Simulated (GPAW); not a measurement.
# Quasiparticle gap of KMgH3 (Pm-3m) in GPAW, part 2 of 2

How does a plane-wave GW calculation on KMgH3 (Pm-3m) run from the first input to the gap?

GPAW 26.7.0; LDA and many-body steps on it, plane waves. Known limits of the many-body steps: not at the basis limit; coarse k mesh.

So far. Step 2 (Ground state): The gap is indirect, with the least direct gap 2.16 eV higher. Step 3 (Bands along the symmetry lines): The gap is 2.058 eV, as in the run before at this level.

## 4. Empty states on the mesh, 4×4×4 mesh, 428 bands

Level of this step: DFT, LDA, plane waves, PAW (GPAW).

The sums over transitions need many empty states on a uniform mesh; this step solves for them.

run.py reads:

```python
import json
import numpy as np
from gpaw.mpi import world
from gpaw import GPAW

calc = GPAW('gs.gpw').fixed_density(kpts={'size': (4, 4, 4), 'gamma': True},
    parallel={'domain': 1, 'band': 1},
    txt='nscf.txt')
calc.diagonalize_full_hamiltonian(nbands=428)
calc.write('full.gpw', mode='all')
res = {}
kpts = calc.get_ibz_k_points()
res['kpts'] = kpts
res['eigenvalues'] = [calc.get_eigenvalues(kpt=k) for k in range(len(kpts))]
res['n_electrons'] = calc.get_number_of_electrons()

if world.rank == 0:
    with open('result.json', 'w') as f:
        json.dump(res, f, default=lambda x: x.tolist())
```

On the command line:

```sh
> mpirun -n 4 gpaw python run.py
```

Numbers of over 12 decimals in the logs are rounded to 6 here.

What it wrote:

```text
Diagonalizing LCAO Hamiltonian
Converting LCAO to pw mode
convergence criteria:
- Maximum integral of absolute [eigenst]ate change: 4e-08 eV^2 / valence electron
maximum number of iterations: 100

SCF iterations
|iter     |     time |      energy | eigst |  dens |
|iter:   1|  |             | +1.16 |       |
|iter:   2|  |             | +0.67 |       |
|iter:   3|  |             | +0.20 |       |
[...]
|iter:  18|  |             | -7.28 |       |
|iter:  19|  |             | -7.39 |       |
|iter:  20|  |             | -7.44c|       |
SCF steps: 20
  __  _  _
 | _ |_)|_||  |
 |__||  | ||/\| - 26.7.0

Input parameters:
  mode=PW(ecut=600.0),
  convergence={'density': 1e-06, 'bands': -3},
  gpts=array([24, 24, 24]),
  kpts=MonkhorstPack(size=(4, 4, 4), gamma=True),
  maxiter=100,
  nbands=19,
  occupations=Occupations(name='fermi-dirac', width=0.001, fixmagmom=False),
  parallel={'domain': 1, 'band': 1},
  xc=XC(name='LDA')
Matrix size: 2172x2172
# Writing to full.gpw (mode='all')
  [... matrices ...]

timing:  # [seconds]
  Total: 31.290  # ━━━━━━━━━━━━━━━━━━━━━━━━━━━━━━━━━━━━━━━━━━━━━━━━━━━━━━━━━━
```

Run time: 38 s. Hardware: 4 MPI ranks of Arm Neoverse V1, shared host; peak memory 2.2 GiB; 2.5 min of CPU time.

Numbers from this step:

* gap: 2.058 eV
* k of the valence top: 0.5, 0, 0
* k of the conduction bottom: 0.5, 0.5, 0.5
* least direct gap: 4.218 eV
* k points computed: 10
* lowest point of the top converged band, above the valence top: 187.9517 eV

On this mesh the gap is 2.058 eV.

## 5. Screening and self-energy, 4×4×4 mesh, 194 bands, screening to 120 eV

G0W0 replaces the xc potential by the self-energy, built once from these orbitals. Only a window of levels is corrected, while the sums run over the empty bands that the input names.

This step: G0W0 on LDA, plane waves, PAW.

run.py reads:

```python
import json
import numpy as np
from gpaw.mpi import world
from gpaw.response.g0w0 import G0W0

gw = G0W0('full.gpw',
    filename='gw',
    kpts=[0, 4, 9],
    bands=(9, 13),
    ecut=120,
    nbands=194,
    integrate_gamma='WS',
    ppa=True)
gw.calculate()
res = {mode: {k: v for k, v in r.items() if k != 'sigma_eskwn'}
       for mode, r in gw.all_results.items()}

if world.rank == 0:
    with open('result.json', 'w') as f:
        json.dump(res, f, default=lambda x: x.tolist())
```

On the command line:

```sh
> mpirun -n 4 gpaw python run.py
```

What it wrote:

```text
Using integrator: PointIntegrator
FrequencyGridDescriptor(from 0.000+0.000j to 0.000+27.211j eV, 2 points)
Nonperiodic BCs:  [False False False]
Using integrator: PointIntegrator
FrequencyGridDescriptor(from 0.000+0.000j to 0.000+27.211j eV, 2 points)
Nonperiodic BCs:  [False False False]
  ___  _ _ _
 |   || | | |
 | | || | | |
 |__ ||_____|
 |___|

BZ k-points: Symmetries present (total): 48

  [... matrices ...]
64 k-points: 4 x 4 x 4 Monkhorst-Pack grid + [1/8,1/8,1/8]
10 k-points in the irreducible part of the Brillouin zone
       k-points in crystal coordinates                weights
   0:     0.00000000    0.00000000    0.00000000          1/64
   1:     0.25000000    0.00000000    0.00000000          6/64
   2:     0.25000000    0.25000000    0.00000000         12/64
   3:     0.25000000    0.25000000    0.25000000          8/64
   4:     0.50000000    0.00000000    0.00000000          3/64
   5:     0.50000000    0.25000000    0.00000000         12/64
   6:     0.50000000    0.25000000    0.25000000         12/64
   7:     0.50000000    0.50000000    0.00000000          3/64
   8:     0.50000000    0.50000000    0.25000000          6/64
   9:     0.50000000    0.50000000    0.50000000          1/64

Distributing spins, k-points and bands (1 x 3 x 4) over 4 processes
Number of blocks: 1

Quasi particle states:
k-points (IBZ indices): [0, 4, 9]
Band range: (9, 13)
  [... matrices ...]
Computational parameters:
Plane wave cut-off: 120 eV
Number of bands: 194
Coulomb cutoff: None
Broadening: 0.1 eV

fxc modes: GW
Kernel: RPA
Using Godby-Needs plasmon-pole approximation:
  Fitting energy: i*E0, E0 = 1.000 Hartree
Summing all q:

Calculating screened Coulomb potential
No Coulomb truncation
FrequencyGridDescriptor(from 0.000+0.000j to 0.000+27.211j eV, 2 points)
Removing empty qpoint cache files...

Calculating chi0 body with:
    Ground state adapter containing:
    Number of spins: 1
    Number of kpoints: 64
    Number of irreducible kpoints: 10
    Number of completely occupied states: 11
    Number of partially occupied states: 11
    Occupied states memory: 2.3203125 M / cpu

    Linear response parametrization:
    q_c: [0.0, 0.0, 0.0]
    Number of frequency points: 2
    Planewave cutoff: 120.0
    Number of bands: 194
    Number of planewaves: 179
    Broadening (eta): 1e-06
    comm.size: 4
    kncomm.size: 4
    blockcomm.size: 1

    Memory estimate of potentially large arrays:
        chi0_wGG: 0.977814 M / cpu
Integrating chi0 body.

Symmetries of q_c:
    Direct symmetries (Uq -> q): 48
    Indirect symmetries (TUq -> q): 0
In total 48 allowed symmetries.

  [... matrices ...]
10 groups of equivalent kpoints. 84.375% reduction.

Integral kind: response function
Integrating chi0 head and wings.

Symmetries of q_c:
    Direct symmetries (Uq -> q): 48
    Indirect symmetries (TUq -> q): 0
In total 48 allowed symmetries.

  [... matrices ...]
10 groups of equivalent kpoints. 84.375% reduction.

Integral kind: response function wings

Calculating chi0 body with:
    Ground state adapter containing:
    Number of spins: 1
    Number of kpoints: 64
    Number of irreducible kpoints: 10
    Number of completely occupied states: 11
    Number of partially occupied states: 11
    Occupied states memory: 2.3203125 M / cpu

    Linear response parametrization:
[... the further q-points ...]

Results:
f:      Occupation numbers
eps:     KS-eigenvalues [eV]
vxc:     KS vxc [eV]
exx:     Exact exchange [eV]
sigma:   Self-energies [eV]
dsigma:  Self-energy derivatives
Z:       Renormalization factors
qp:      QP-energies [eV]

k-point 0 (0): (0.000, 0.000, 0.000)                GW
band       f     eps     vxc     exx   sigma  dsigma       Z      qp
                                                                   GW
   9   1.000   0.857 -10.689 -13.952   1.462  -0.262   0.793  -0.571
  10   1.000   0.857 -10.689 -13.952   1.462  -0.262   0.793  -0.571
  11   0.000   6.834  -9.807  -4.917  -3.776  -0.220   0.820   7.748
  12   0.000   6.834  -9.807  -4.917  -3.776  -0.220   0.820   7.748

k-point 1 (4): (0.500, 0.000, 0.000)                GW
band       f     eps     vxc     exx   sigma  dsigma       Z      qp
                                                                   GW
   9   1.000  -1.527 -10.283 -14.321   2.121  -0.285   0.778  -3.019
  10   1.000   1.349 -11.032 -14.256   1.363  -0.261   0.793  -0.126
  11   0.000   6.405  -9.996  -4.785  -3.761  -0.214   0.823   7.599
  12   0.000   6.405  -9.996  -4.785  -3.761  -0.214   0.823   7.599

k-point 2 (9): (0.500, 0.500, 0.500)                GW
band       f     eps     vxc     exx   sigma  dsigma       Z      qp
                                                                   GW
   9   1.000  -0.811 -10.632 -14.545   1.968  -0.281   0.781  -2.329
  10   1.000  -0.811 -10.632 -14.545   1.968  -0.281   0.781  -2.329
  11   0.000   3.407 -10.169  -5.895  -3.261  -0.210   0.826   4.244
  12   0.000   6.692  -9.279  -4.456  -3.766  -0.215   0.823   7.563
```

It took 92 s on 4 MPI ranks; peak memory 1.3 GiB.

Numbers from this step:

| Quantity | Value |
| --- | --- |
| G0W0 gap on the points computed | 4.370 eV |
| least direct G0W0 gap on the computed points | 6.573 eV |
| Z at the valence top | 0.7928 |
| Z at the conduction bottom | 0.8264 |
| starting gap on the mesh | 2.058 eV |
| k of the valence top | 0.5, 0, 0 |
| k of the conduction bottom | 0.5, 0.5, 0.5 |

The gap on the mesh goes from 2.06 eV to 4.37 eV, a correction of +2.31 eV.

Limits: finite bands, cutoff and mesh; coarse k mesh. v1 is the top filled band, c1 the lowest empty one. The levels before and after the correction (eV, zero at the valence-band top of each column):

|  | conduction bottom | valence top |
| --- | --- | --- |
| Kohn-Sham | 2.06 | 0.00 |
| G0W0 | 4.37 | 0.00 |

```
                         level  energy (eV)
Kohn-Sham         (0.5 0 0) v2       -2.876
Kohn-Sham         (0.5 0 0) v1        0.000
Kohn-Sham      (0.5 0 0) c1-c2        5.057
Kohn-Sham  (0.5 0.5 0.5) v2-v1       -2.159
Kohn-Sham     (0.5 0.5 0.5) c1        2.058
Kohn-Sham     (0.5 0.5 0.5) c2        5.343
     G0W0         (0.5 0 0) v2       -2.893
     G0W0         (0.5 0 0) v1        0.000
     G0W0      (0.5 0 0) c1-c2        7.725
     G0W0  (0.5 0.5 0.5) v2-v1       -2.203
     G0W0     (0.5 0.5 0.5) c1        4.370
     G0W0     (0.5 0.5 0.5) c2        7.689
```

## 6. Where the time went

Times are wall times on 4 MPI ranks of Arm Neoverse V1, shared host, good to a factor of about two.

```csv
step,time,share,memory (GiB)
ground state,7.5 s,5 %,0.66
bands along the symmetry lines,12 s,8 %,0.74
empty states on the mesh,38 s,25 %,2.2
screening and self-energy,92 s,62 %,1.3
```

## 7. Summary of results

| Property | Result |
| --- | --- |
| LDA gap | 2.06 eV, indirect |
| G0W0 gap on the mesh | 4.37 eV |
| GW settings | 4×4×4 mesh, 194 bands, screening to 120 eV, Godby-Needs plasmon pole |
| known limits | not at the basis limit; coarse k mesh |

In words: G0W0 moves the gap on the mesh from 2.06 eV to 4.37 eV (+2.31 eV), with Z of 0.79 and 0.83 at the edges. Only 3 of the mesh's irreducible points were corrected, so a valley elsewhere could overtake. The dearest step here is «screening and self-energy». Bands and cutoff are finite, so the gap is not at the basis limit. The miss can reach some tenths of an eV and take either sign; the mesh is an error of its own. These stock PAW sets were not made for GW. In the G0W0 run levels were corrected at 3 k points alone, so a gap called «on the mesh» is the least over those, and an edge elsewhere would be missed. The 4×4×4 mesh is coarse for this cell, which bears on the long-range parts of exchange and screening. This is the ideal cubic cell; many perovskites, halides above all, are cubic only on average, and local tilts or off-centring can widen the gap.

[Paths, hosts, dates, memory and timing lines, banners, echoed tables and standing remarks are left out of the program output.]

[Logs are printed without paths, hosts, clocks, repeated set-up lines and the standing remarks that a program may print on its own settings, such as how far it seeks lower states.]

[Runs of the session that timed out or met a known fault of the program may be left out.]

[Hosts, paths, dates, database ids (printed as entryN), source tags and the programs' standing remarks are cut or masked in the printed files.]
